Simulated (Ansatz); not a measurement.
# Sr on Hf(0001): change of the work function

Aim: the work function of Hf(0001) at several coverages of Sr (top site), and the dipole that each adsorbate carries.

Main program and level: Ansatz 0.2.0; plane-wave DFT, PBEsol, Ansatz PAW.

Most raw output is cut from this account.

**1. The structure**

The cell holds 4 atoms: 4 Hf. Its edges and angles: a = 3.200 Å, b = 3.200 Å, c = 25.594 Å, α = 90.0°, β = 90.0°, γ = 60.0°. Vacuum lies along c.

**2. The clean slab**

The bare slab comes first, as the zero from which every change is counted. The two lowest layers are held at bulk places and the upper ones relax. The dipole correction removes the false field that a one-sided slab makes across the periodic vacuum, so each face gets a flat vacuum level of its own.

input.yaml reads:

```yaml
crystal:
  lattice:
    - [3.2, 0.0, 0.0]
    - [1.6, 2.7712812921, 0.0]
    - [0.0, 0.0, 25.5936]
  atoms:
    - { symbol: Hf, position: [0.6666666667, 0.6666666667, 0.3516504126] }
    - { symbol: Hf, position: [0.0, 0.0, 0.4505501375] }
    - { symbol: Hf, position: [0.6666666667, 0.6666666667, 0.5494498625] }
    - { symbol: Hf, position: [0.0, 0.0, 0.6483495874] }
kpoints:
  mp_grid: { grid: [11, 11, 1] }
hamiltonian:
  xc: pbesol
scf:
  occupations: { method: fermi_dirac, width: 0.1 }
  convergence: { dr2_threshold: 1.0e-08 }
efield:
  axis: 3
  dipole_correction: true
  ramp_position: 0.97
  ramp_width: 0.06
relax:
  f_tol: 0.02
  max_steps: 60
  constraints: [{ sites: [0, 1] }]
output:
  write_potential: true
  write_density: true
  volumetric_format: npy
```

Started as:

```sh
$ ansatz run input.yaml --threads 4 --pin off --max-ram 12288MiB --backend cpu --events-out ev --progress --plain --runs-dir out
```

The job ended after 26 s (4 threads of Arm Neoverse V1, shared host; peak memory 0.69 GiB).

Relaxation path:

```tsv
step	energy less that of the first step (eV)	largest force component (eV/Å)
1	0.0000	0.8354
2	-0.0613	0.8080
3	-0.0940	0.1518
4	-0.0955	0.0173
```

Forces are held to the 6 operations that the run works with; a distortion that breaks them can't arise in this run.

The atoms that moved most (Å):

```tsv
atom	dx	dy	dz	length
Hf4	0.000	0.000	-0.158	0.158
Hf3	0.000	0.000	0.046	0.046
```

The relaxed structure:

```cif
data_structure
_symmetry_space_group_name_H-M 'P 1'
_symmetry_Int_Tables_number 1
_cell_length_a 3.2000
_cell_length_b 3.2000
_cell_length_c 25.5936
_cell_angle_alpha 90.000
_cell_angle_beta 90.000
_cell_angle_gamma 60.000
_cell_volume 226.97
loop_
_atom_site_label
_atom_site_type_symbol
_atom_site_fract_x
_atom_site_fract_y
_atom_site_fract_z
_atom_site_occupancy
Hf1 Hf 0.66667 0.66667 0.35165 1
Hf2 Hf 0.00000 0.00000 0.45055 1
Hf3 Hf 0.66667 0.66667 0.55125 1
Hf4 Hf 0.00000 0.00000 0.64218 1
```

This step gave:

* energy at zero smearing: -62389.8961 eV
* work function, upper face: 4.380 eV
* work function, lower face: 4.453 eV
* dipole along the normal: 0.003568 e·Å
* step between the vacuum levels: -0.07281 eV

Running mean over 2.5312 Å of the planar mean; the ramp of the sawtooth is left out. Table of electron's electrostatic potential energy less the Fermi level by z:

```tsv
z (Å)	electron's electrostatic potential energy less the Fermi level (eV)
3	4.45
4	4.45
5	4.43
6	4.21
7	2.40
8	-3.95
9	-7.30
10	-7.18
11	-7.13
12	-7.09
13	-6.93
14	-7.20
15	-8.28
16	-7.92
17	-6.27
18	-0.0759
19	3.75
20	4.31
21	4.37
22	4.38
```

The relaxation took 4 steps and lowered the energy by 0.095 eV; the largest force on the free atoms ends at 0.017 eV/Å.

The work function of the upper face is 4.38 eV.

**3. Adsorbate added, k-mesh 4×4×1, coverage 0.111 ML**

System of this step: Sr/Hf(0001). The cell holds 37 atoms: 36 Hf and 1 Sr. Its edges and angles: a = 9.600 Å, b = 9.600 Å, c = 29.321 Å, α = 90.0°, β = 90.0°, γ = 60.0°. Vacuum lies along c.

The clean slab as it ended is repeated in the plane and the adsorbate is set on one face; the cell's size fixes the coverage, and the k-mesh shrinks with it to keep the sampling density about even. Adsorbate and upper layers relax, since the dipole depends on the height.

input.yaml reads:

```yaml
crystal:
  lattice:
    - [9.6, 0.0, 0.0]
    - [4.8, 8.3138438763, 0.0]
    - [0.0, 0.0, 29.3207626968]
  atoms:
    - { symbol: Hf, position: [0.2222222222, 0.2222222222, 0.3069497234] }
    - { symbol: Hf, position: [0.0, 0.0, 0.3932776278] }
    - { symbol: Hf, position: [0.2222222222, 0.2222222222, 0.481177092] }
    - { symbol: Hf, position: [0.0, 0.0, 0.5605503126] }
    - { symbol: Hf, position: [0.2222222222, 0.5555555556, 0.3069497234] }
    - { symbol: Hf, position: [0.0, 0.3333333333, 0.3932776278] }
    - { symbol: Hf, position: [0.2222222222, 0.5555555556, 0.481177092] }
    - { symbol: Hf, position: [0.0, 0.3333333333, 0.5605503126] }
[... 25 atom lines left out ...]
    - { symbol: Hf, position: [0.6666666667, 0.6666666667, 0.3932776278] }
    - { symbol: Hf, position: [0.8888888889, 0.8888888889, 0.481177092] }
    - { symbol: Hf, position: [0.6666666667, 0.6666666667, 0.5605503126] }
    - { symbol: Sr, position: [0.0, 0.0, 0.6930502766] }
kpoints:
  mp_grid: { grid: [4, 4, 1] }
hamiltonian:
  xc: pbesol
scf:
  occupations: { method: fermi_dirac, width: 0.1 }
  convergence: { dr2_threshold: 1.0e-08 }
efield:
  axis: 3
  dipole_correction: true
  ramp_position: 0.97
  ramp_width: 0.06
relax:
  f_tol: 0.02
  max_steps: 60
  constraints:
    - { sites: [0, 1, 4, 5, 8, 9, 12, 13, 16, 17, 20, 21, 24, 25, 28, 29, 32, 33] }
output:
  bader: true
  write_potential: true
  write_density: true
  volumetric_format: npy
```

Run time: 64 min. Hardware: 4 threads; peak memory 7.7 GiB; 4.2 h of CPU time.

The steps of the relaxation:

```tsv
step	energy less that of the first step (eV)	largest force component (eV/Å)
1	0.0000	1.2702
2	-0.2590	1.3989
3	-0.5545	1.2994
4	-0.7956	1.0292
5	-0.9756	0.6350
6	-1.0904	0.4094
7	-1.1109	0.2279
8	-1.1194	0.0392
9	-1.1195	0.0225
10	-1.1195	0.0052
```

Forces are held to the 6 operations that the run works with; a distortion that breaks them can't arise in this run.

The atoms that moved most (Å):

```tsv
atom	dx	dy	dz	length
Sr37	0.000	0.000	-1.103	1.103
Hf4	0.000	0.000	-0.239	0.239
Hf35	-0.069	-0.040	-0.074	0.108
Hf11	0.069	-0.040	-0.074	0.108
Hf27	0.000	0.080	-0.074	0.108
Hf32	0.043	-0.044	0.054	0.081
Hf8	-0.043	-0.044	0.054	0.081
Hf16	-0.059	-0.015	0.054	0.081
```

The relaxed structure:

```cif
data_structure
_symmetry_space_group_name_H-M 'P 1'
_symmetry_Int_Tables_number 1
_cell_length_a 9.6000
_cell_length_b 9.6000
_cell_length_c 29.3208
_cell_angle_alpha 90.000
_cell_angle_beta 90.000
_cell_angle_gamma 60.000
_cell_volume 2340.18
loop_
_atom_site_label
_atom_site_type_symbol
_atom_site_fract_x
_atom_site_fract_y
_atom_site_fract_z
_atom_site_occupancy
Hf1 Hf 0.22222 0.22222 0.30695 1
Hf2 Hf 0.00000 0.00000 0.39328 1
Hf3 Hf 0.22037 0.22037 0.48174 1
Hf4 Hf 0.00000 0.00000 0.55240 1
Hf5 Hf 0.22222 0.55556 0.30695 1
Hf6 Hf 0.00000 0.33333 0.39328 1
Hf7 Hf 0.22037 0.55926 0.48174 1
Hf8 Hf 0.99820 0.32807 0.56238 1
Hf9 Hf 0.22222 0.88889 0.30695 1
Hf10 Hf 0.00000 0.66667 0.39328 1
Hf11 Hf 0.23179 0.88411 0.47867 1
Hf12 Hf 0.99820 0.67373 0.56238 1
Hf13 Hf 0.55556 0.22222 0.30695 1
Hf14 Hf 0.33333 0.00000 0.39328 1
Hf15 Hf 0.55926 0.22037 0.48174 1
Hf16 Hf 0.32807 0.99820 0.56238 1
Hf17 Hf 0.55556 0.55556 0.30695 1
Hf18 Hf 0.33333 0.33333 0.39328 1
Hf19 Hf 0.55457 0.55457 0.48196 1
Hf20 Hf 0.33333 0.33333 0.56063 1
Hf21 Hf 0.55556 0.88889 0.30695 1
Hf22 Hf 0.33333 0.66667 0.39328 1
Hf23 Hf 0.55457 0.89086 0.48196 1
Hf24 Hf 0.32807 0.67373 0.56238 1
Hf25 Hf 0.88889 0.22222 0.30695 1
Hf26 Hf 0.66667 0.00000 0.39328 1
Hf27 Hf 0.88411 0.23179 0.47867 1
Hf28 Hf 0.67373 0.99820 0.56238 1
Hf29 Hf 0.88889 0.55556 0.30695 1
Hf30 Hf 0.66667 0.33333 0.39328 1
Hf31 Hf 0.89086 0.55457 0.48196 1
Hf32 Hf 0.67373 0.32807 0.56238 1
Hf33 Hf 0.88889 0.88889 0.30695 1
Hf34 Hf 0.66667 0.66667 0.39328 1
Hf35 Hf 0.88411 0.88411 0.47867 1
Hf36 Hf 0.66667 0.66667 0.56203 1
Sr37 Sr 0.00000 0.00000 0.65544 1
```

This step gave:

| Quantity | Value |
| --- | --- |
| energy at zero smearing | -565002.2449 eV |
| work function, upper face | 2.689 eV |
| work function, lower face | 4.452 eV |
| dipole along the normal | 0.7776 e·Å |
| step between the vacuum levels | -1.763 eV |

Running mean over 2.5312 Å of the planar mean; the ramp of the sawtooth is left out. The electron's electrostatic potential energy less the Fermi level by z:

```tsv
z (Å)	electron's electrostatic potential energy less the Fermi level (eV)
4	4.45
5	4.43
6	4.21
7	2.40
8	-3.95
9	-7.31
10	-7.18
11	-7.13
12	-7.12
13	-7.00
14	-7.22
15	-8.15
16	-7.79
17	-6.30
18	-1.22
19	1.43
20	1.62
21	2.45
22	2.66
23	2.68
24	2.69
25	2.69
26	2.69
```

The relaxation took 10 steps and lowered the energy by 1.1 eV; the largest force on the free atoms ends at 0.0052 eV/Å.

The covered face has 2.69 eV, -1.69 eV against the clean one; the bare back face has moved by -0.00 eV, a measure of how thin the slab is.

**4. The covered slab, k-mesh 6×6×1, coverage 0.25 ML**

System of this step: Sr/Hf(0001). The cell holds 17 atoms: 16 Hf and 1 Sr. Its edges and angles: a = 6.400 Å, b = 6.400 Å, c = 29.321 Å, α = 90.0°, β = 90.0°, γ = 60.0°. Vacuum lies along c.

Another coverage, to see how the dipoles act on each other as their distance changes.

input.yaml reads:

```yaml
crystal:
  lattice:
    - [6.4, 0.0, 0.0]
    - [3.2, 5.5425625842, 0.0]
    - [0.0, 0.0, 29.3207626968]
  atoms:
    - { symbol: Hf, position: [0.3333333333, 0.3333333333, 0.3069497234] }
    - { symbol: Hf, position: [0.0, 0.0, 0.3932776278] }
    - { symbol: Hf, position: [0.3333333333, 0.3333333333, 0.481177092] }
    - { symbol: Hf, position: [0.0, 0.0, 0.5605503126] }
    - { symbol: Hf, position: [0.3333333333, 0.8333333333, 0.3069497234] }
    - { symbol: Hf, position: [0.0, 0.5, 0.3932776278] }
    - { symbol: Hf, position: [0.3333333333, 0.8333333333, 0.481177092] }
    - { symbol: Hf, position: [0.0, 0.5, 0.5605503126] }
    - { symbol: Hf, position: [0.8333333333, 0.3333333333, 0.3069497234] }
    - { symbol: Hf, position: [0.5, 0.0, 0.3932776278] }
    - { symbol: Hf, position: [0.8333333333, 0.3333333333, 0.481177092] }
    - { symbol: Hf, position: [0.5, 0.0, 0.5605503126] }
    - { symbol: Hf, position: [0.8333333333, 0.8333333333, 0.3069497234] }
    - { symbol: Hf, position: [0.5, 0.5, 0.3932776278] }
    - { symbol: Hf, position: [0.8333333333, 0.8333333333, 0.481177092] }
    - { symbol: Hf, position: [0.5, 0.5, 0.5605503126] }
    - { symbol: Sr, position: [0.0, 0.0, 0.6930502766] }
kpoints:
  mp_grid: { grid: [6, 6, 1] }
hamiltonian:
  xc: pbesol
scf:
  occupations: { method: fermi_dirac, width: 0.1 }
  convergence: { dr2_threshold: 1.0e-08 }
efield:
  axis: 3
  dipole_correction: true
  ramp_position: 0.97
  ramp_width: 0.06
relax:
  f_tol: 0.02
  max_steps: 60
  constraints: [{ sites: [0, 1, 4, 5, 8, 9, 12, 13] }]
output:
  bader: true
  dos: { projected: true, e_range: [-8, 4] }
  write_potential: true
  write_density: true
  volumetric_format: npy
  elf: true
```

Run time: 13 min. Hardware: 4 threads; peak memory 5.8 GiB.

Step by step:

```tsv
step	energy less that of the first step (eV)	largest force component (eV/Å)
1	0.0000	1.1076
2	-0.2373	1.2790
3	-0.5239	1.1985
4	-0.7451	0.9627
5	-0.9071	0.5667
6	-0.9951	0.2507
7	-1.0056	0.1144
8	-1.0070	0.0175
```

Forces are held to the 6 operations that the run works with; a distortion that breaks them can't arise in this run.

The atoms that moved most (Å):

```tsv
atom	dx	dy	dz	length
Sr17	0.000	0.000	-1.062	1.062
Hf4	0.000	0.000	-0.184	0.184
Hf12	0.000	-0.026	0.103	0.106
Hf8	-0.022	0.013	0.103	0.106
Hf16	0.022	0.013	0.103	0.106
Hf15	-0.043	-0.025	-0.043	0.066
Hf7	0.043	-0.025	-0.043	0.066
Hf11	0.000	0.050	-0.043	0.066
```

Numbers from this step:

* energy at zero smearing: -253052.6426 eV
* work function, upper face: 2.108 eV
* work function, lower face: 4.451 eV
* dipole along the normal: 0.4593 e·Å
* step between the vacuum levels: -2.343 eV

Running mean over 2.5312 Å of the planar mean; the ramp of the sawtooth is left out. Electron's electrostatic potential energy less the Fermi level against z:

```tsv
z (Å)	electron's electrostatic potential energy less the Fermi level (eV)
4	4.45
5	4.43
6	4.21
7	2.40
8	-3.95
9	-7.30
10	-7.18
11	-7.12
12	-7.12
13	-7.02
14	-7.22
15	-8.02
16	-7.64
17	-6.31
18	-2.42
19	-1.04
20	-0.936
21	1.23
22	1.94
23	2.07
24	2.10
25	2.11
26	2.11
```

The density of states has structure finer than the step of the table below, so its rows give means over 0.25 eV, whole bins alone (the curve runs from -8 to 1.98 eV). Peaks (eV: height): -1.230: 48.9, -0.900: 41.2, 1.080: 41.1, 1.260: 49.6, 1.350: 45.7, 1.530: 39.3, 1.590: 131.

Table of density of states by energy, zero at the Fermi level; means over each step:

```tsv
energy (eV)	density of states (states/eV a cell)
-7.25	0
-7.00	0.0215
-6.75	0.921
-6.50	0.995
-6.25	1.10
-6.00	1.10
-5.75	2.14
-5.50	2.91
-5.25	2.11
-5.00	2.20
-4.75	4.20
-4.50	3.58
-4.25	3.28
-4.00	3.54
-3.75	10.7
-3.50	3.58
-3.25	14.2
-3.00	9.37
-2.75	12.3
-2.50	14.9
-2.25	14.2
-2.00	11.2
-1.75	7.23
-1.50	16.4
-1.25	25.7
-1.00	26.9
-0.75	16.2
-0.50	16.9
-0.25	23.2
0.00	25.0
0.25	20.2
0.50	24.9
0.75	25.4
1.00	32.1
1.25	28.6
1.50	34.6
1.75	25.4
```

Projected DOS per atom over height of the atomic layer and energy from the Fermi level. Layers: Hf4 Hf4 Hf4 Hf4 Sr from below.

Ten even steps from '_' (0.00 states/eV) to '@' (1.92 states/eV), each cell a mean:
```
++**####__
++**%%%%..
@@##**%%==
@@++++**..
@@====##..
**----++..
##%%%%%%--
++==++##==
::----::__
--==++--__
----==--__
::====::__
::::--::__
..________
........__
__________
__________
__________
__________
__________
__________
__________
```
Columns: height of the atomic layer (Å) from 9 to 19.3 (not evenly spaced); rows upwards: energy from the Fermi level (eV) from -7.96 to 1.95.

Valence density in the ca plane at fractional y = 0.000, with atoms of Hf and Sr within 0.2 Å of it. It is the smooth field of the valence electrons, not physical close to the nuclei.

Ten steps, logarithmic in the rise over the least value, from '0' (0 e/Å³) to '9' (29 e/Å³), each cell a mean:
```
11369973111111136997410134443100000000000000
11146642111111114664210123432000000000000000
11112211111111111221100011210000000000000000
11111110011221111111000000000000000000000000
11111110011221111111000000000000000000000000
11112211111111111122100000000000000000000000
11146642111111112466410000000000000000000000
11369974111111113799630000000000000000000000
11379984111111114799730000000000000000000000
11257863111111112687520000000000000000000000
11124431111111111344210000000000000000000000
11111111011221111111100000000000000000000000
11111110011222111111000000000000000000000000
11111111011221111111000001100000000000000000
11124431111111112443100013321000000000000000
11257863111111125786310134443100000000000000
11379984111111137998410244443100000000000000
```
Columns run along c (16.0 Å, from fractional 0.34 to 0.88 of the cell), rows up along a (6.4 Å). Atoms in or near the plane, at fractional coordinates: Hf at (0.39, 0.00), Hf at (0.55, 0.00), Hf at (0.39, 0.50), Hf at (0.56, 0.50), Sr at (0.66, 0.00).

ELF in the ca plane at fractional y = 0.000, with atoms of Hf and Sr within 0.2 Å of it. It is the smooth field of the valence electrons, not physical close to the nuclei.

Ten even steps from '0' (0.00) to '9' (0.86), each cell a mean:
```
63389994246677438999511497489611245431000000
43247852243334324775222279998411245421000000
23222222321122222222244225764111344321000000
13532234421332234323466311110012343210000000
14432234421332244322356531000012322100000000
23222322321121232232223443111122110000000000
43247852243234532587521233222111100000000000
63389994256678734899841122221110000000000000
63489995257788734999951112221110000000000000
53269973245446633799731122222111000000000000
33224531332122332355312333221111110000000000
23322223421221243222235542100112221000000000
14543235421332245333466520000012332100000000
23322223421221232222355212432111344210000000
33225532232223323553233258996311345421000000
63269973245556426998411389799511245431000000
73489995247788438999511595069621245531000000
```
Columns run along c (16.0 Å, from fractional 0.34 to 0.88 of the cell), rows up along a (6.4 Å). Atoms in or near the plane, at fractional coordinates: Hf at (0.39, 0.00), Hf at (0.55, 0.00), Hf at (0.39, 0.50), Hf at (0.56, 0.50), Sr at (0.66, 0.00).

Electrostatic potential energy in the ca plane at fractional y = 0.000, with atoms of Hf and Sr within 0.2 Å of it. With pseudopotentials it is smooth inside the atoms' cores, unlike the true potential.

Values in eV, 9 rows by 16 columns, each cell a mean:
```
  2 -28 -21   5   5  -4 -31 -11  -5 -34 -13   5   7   8   8   8
  4  -2   1   3  -4   2  -3   4   5  -4   1   6   7   8   8   8
  4   2   3   2  -7   4   2   4   8   6   6   7   8   8   8   8
  3 -24 -16   4   3   3 -23 -17   6   8   8   8   8   8   8   8
  1 -32 -25   5   7   2 -31 -26   5   8   8   8   8   8   8   8
  3 -16  -9   4   0   3 -15 -10   7   8   8   8   8   8   8   8
  4   4   5   1  -9   4   4   6   8   5   5   7   8   8   8   8
  4  -9  -5   3  -1   1 -11   1   3 -13  -2   6   7   8   8   8
  1 -31 -24   5   7  -7 -33 -15  -8 -36 -17   5   7   8   8   8
```
Columns run along c (16.0 Å, from fractional 0.34 to 0.88 of the cell; values clipped at the 3rd and 97th percentile), rows up along a (6.4 Å). Atoms in or near the plane, at fractional coordinates: Hf at (0.39, 0.00), Hf at (0.55, 0.00), Hf at (0.39, 0.50), Hf at (0.56, 0.50), Sr at (0.66, 0.00).

The relaxation took 8 steps and lowered the energy by 1.0 eV; the largest force on the free atoms ends at 0.018 eV/Å.

By hand: a sheet of dipoles makes a step −p/(ε₀A) in the electron's potential. With e/ε₀ = 180.95 V·Å, p = 0.4593 e·Å and A = 35.47 Å², that is −180.95 × (0.4593) / 35.47 = -2.343 eV, and the two vacuum levels of the run differ by -2.343 eV.

The covered face has 2.11 eV, -2.27 eV against the clean one; the bare back face has moved by -0.00 eV, a measure of how thin the slab is.

**5. Work function against coverage**

This step: plane-wave DFT, PBEsol, Ansatz PAW; work function against coverage (Ansatz 0.2.0).

The runs are now put side by side.

Numbers from this step:

- work function of the clean face: 4.380 eV
- largest change of the work function: -2.272 eV

Work function of the covered face against coverage:

```tsv
coverage (adsorbates/nm²)	work function of the covered face (eV)
0.00	4.38
1.25	2.69
2.82	2.11
```

The dipole per adsorbate comes from the change of the cell's dipole. Coverage, by row:

```tsv
coverage (1/nm²)	coverage (ML)	work function (eV)	change (eV)	dipole per adsorbate, positive end outwards (debye)	mean height of the added atoms over the highest substrate atom (Å)
1.253	0.1111	2.689	-1.691	3.581	2.729
2.819	0.25	2.108	-2.272	2.138	2.72
```

**6. The slab at 0.25 ML, atoms frozen**

This step: plane-wave DFT, PBEsol, Ansatz PAW (Ansatz 0.2.0).

To see where the charge goes, the covered slab, the bare substrate and the adsorbate layer are each run at the same frozen positions and on the same grid.

input.yaml reads:

```yaml
crystal:
  lattice:
    - [6.4, 0.0, 0.0]
    - [3.2, 5.5425625842, 0.0]
    - [0.0, 0.0, 29.3207626968]
  atoms:
    - { symbol: Hf, position: [0.3333333333, 0.3333333333, 0.3069497234] }
    - { symbol: Hf, position: [0.0, 0.0, 0.3932776278] }
    - { symbol: Hf, position: [0.3333333333, 0.3333333333, 0.4832806509] }
    - { symbol: Hf, position: [0.0, 0.0, 0.5542700186] }
    - { symbol: Hf, position: [0.3333333333, 0.8333333333, 0.3069497234] }
    - { symbol: Hf, position: [0.0, 0.5, 0.3932776278] }
    - { symbol: Hf, position: [0.3423451038, 0.8288274481, 0.4797066021] }
    - { symbol: Hf, position: [-0.0046635611, 0.5023317805, 0.5640682205] }
    - { symbol: Hf, position: [0.8333333333, 0.3333333333, 0.3069497234] }
    - { symbol: Hf, position: [0.5, 0.0, 0.3932776278] }
    - { symbol: Hf, position: [0.8288274481, 0.3423451038, 0.4797066021] }
    - { symbol: Hf, position: [0.5023317805, -0.0046635611, 0.5640682205] }
    - { symbol: Hf, position: [0.8333333333, 0.8333333333, 0.3069497234] }
    - { symbol: Hf, position: [0.5, 0.5, 0.3932776278] }
    - { symbol: Hf, position: [0.8288274481, 0.8288274481, 0.4797066021] }
    - { symbol: Hf, position: [0.5023317805, 0.5023317805, 0.5640682205] }
    - { symbol: Sr, position: [0.0, 0.0, 0.6568297038] }
kpoints:
  mp_grid: { grid: [6, 6, 1] }
hamiltonian:
  xc: pbesol
scf:
  occupations: { method: fermi_dirac, width: 0.1 }
  convergence: { dr2_threshold: 1.0e-08 }
efield:
  axis: 3
  dipole_correction: true
  ramp_position: 0.97
  ramp_width: 0.06
output:
  write_potential: true
  write_density: true
  volumetric_format: npy
```

Run time: 2 min. Hardware: 4 threads; peak memory 5.4 GiB; 7.8 min of CPU time.

This step gave:

```yaml
energy_at_zero_smearing: -253052.6429 eV
work_function_upper_face: 2.110 eV
dipole_along_the_normal: 0.4590 e·Å
step_between_the_vacuum_levels: -2.342 eV
```

The work function of the upper face is 2.11 eV.

[end of part 1 of 2]

[Logs are printed without paths, hosts, clocks, repeated set-up lines and the standing remarks that a program may print on its own settings, such as how far it seeks lower states.]

[Hosts, paths, dates, database ids (printed as entryN), source tags and the programs' standing remarks are cut or masked in the printed files.]

[Maps of the electrostatic potential energy from Ansatz leave out the sawtooth potential of an applied field or a dipole correction, so their vacuum need not be flat; planar profiles and work functions include it.]

[The density of states shown here was stored with 400 of the rows of the run's finer table, so its peaks can read low, often by over a quarter, or be missed, and its means over a window can be off by a tenth or more.]
